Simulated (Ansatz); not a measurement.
# Random alloy of the bcc Mo-W line, x = 0.7407 (54 atoms), relaxed: mesh and functional compared

After relaxation, how do forces and pressure change with k-mesh and functional?

Calculated with Ansatz 0.2.0: Kohn-Sham DFT, PBE, PAW (set soft_2), plane waves; cutoff 420 eV, k-mesh 2×2×2, fermi-dirac smearing of 0.1 eV.

**The cell**

The cell holds 54 atoms: 14 Mo and 40 W. Cell: a = 9.536 Å, b = 9.536 Å, c = 9.536 Å, α = 90.0°, β = 90.0°, γ = 90.0°. It derives from Mo (bcc Mo-W) and W, repeated 3×3×3. Bcc Mo-W: 54 atoms, 40 of 54 Mo sites given to W at random, cell and internal coordinates interpolated linearly between the end members (Vegard's rule); not relaxed, displaced by a Gaussian of 0.02 Å. Lattice constants are starting values near those of PBE.

Cell and atoms were relaxed with PBE. The walk converged after 4 steps by the program's count, with a largest force component of 0.00160 eV/Å; it began at an r.m.s. force component of 0.33 eV/Å. The edges went from 9.536, 9.536, 9.536 to 9.533, 9.532, 9.531 Å, and the volume from 16.060 to 16.038 Å³ an atom (-0.1 %).

The input of the reference single point:

```yaml
crystal:
  lattice:
    - [9.53337, 0.00047, -0.00028]
    - [0.00047, 9.53179, -0.00025]
    - [-0.00028, -0.00025, 9.53073]
  atoms:
    - { symbol: Mo, position: [0.00028, 0.00037, 0.99998] }
    - { symbol: W, position: [0.1668, 0.16692, 0.16645] }
    - { symbol: Mo, position: [0.00045, 0.0003, 0.33332] }
    - { symbol: Mo, position: [0.1667, 0.16678, 0.50005] }
    [... 48 atom lines left out ...]
    - { symbol: W, position: [0.66656, 0.66681, 0.66699] }
    - { symbol: W, position: [0.83368, 0.83378, 0.83334] }
kpoints:
  mp_grid: { grid: [2, 2, 2] }
hamiltonian:
  xc: pbe
scf:
  occupations: { method: fermi_dirac, width: 0.1 }
output:
  forces: true
  stress: true
  populations: true
  dos:
    method: { smearing: { sigma: 0.08 } }
    de: 0.05
    projected: { site_lists: { Mo: [Mo], W: [W] } }
  eigenvalues: true
  write_density: true
  write_potential: true
  volumetric_format: npy
```

**Levels of theory**

Single points at the relaxed geometry:

| functional | k-mesh | pressure (GPa) | r.m.s. force component (eV/Å) | SCF cycles | time |
| --- | --- | --- | --- | --- | --- |
| PBE | 2×2×2 | -0.01 | 0.001 | 7 | 5.3 s |
| PBE | 3×3×3 | 0.20 | 0.006 | 7 | 6 s |
| r2SCAN | 2×2×2 | -3.95 | 0.013 | 10 | 6.3 s |
| PBEsol | 2×2×2 | -8.36 | 0.008 | 7 | 4.1 s |

Cutoffs: 420 eV for PBE and PBEsol; 500 eV for r2SCAN.

**Findings**

Every run has partly filled levels at the Fermi energy, as in a metal. Against the reference the pressure changes with r2SCAN by -3.9 GPa and PBEsol by -8.4 GPa; a negative change means a smaller volume than PBE would take. The denser mesh moves the energy by +19.8 meV/atom and the pressure by +0.21 GPa, so the reference mesh, on which the relaxation ran, isn't converged.

Limits: All single points share the geometry relaxed with PBE. One random arrangement of the atoms on their sites. Spin–orbit coupling is left out, which matters for the levels of the heavy elements.

[Logs are printed without paths, hosts, clocks, repeated set-up lines and the standing remarks that a program may print on its own settings, such as how far it seeks lower states.]

[Hosts, paths, dates, database ids (printed as entryN), source tags and the programs' standing remarks are cut or masked in the printed files.]
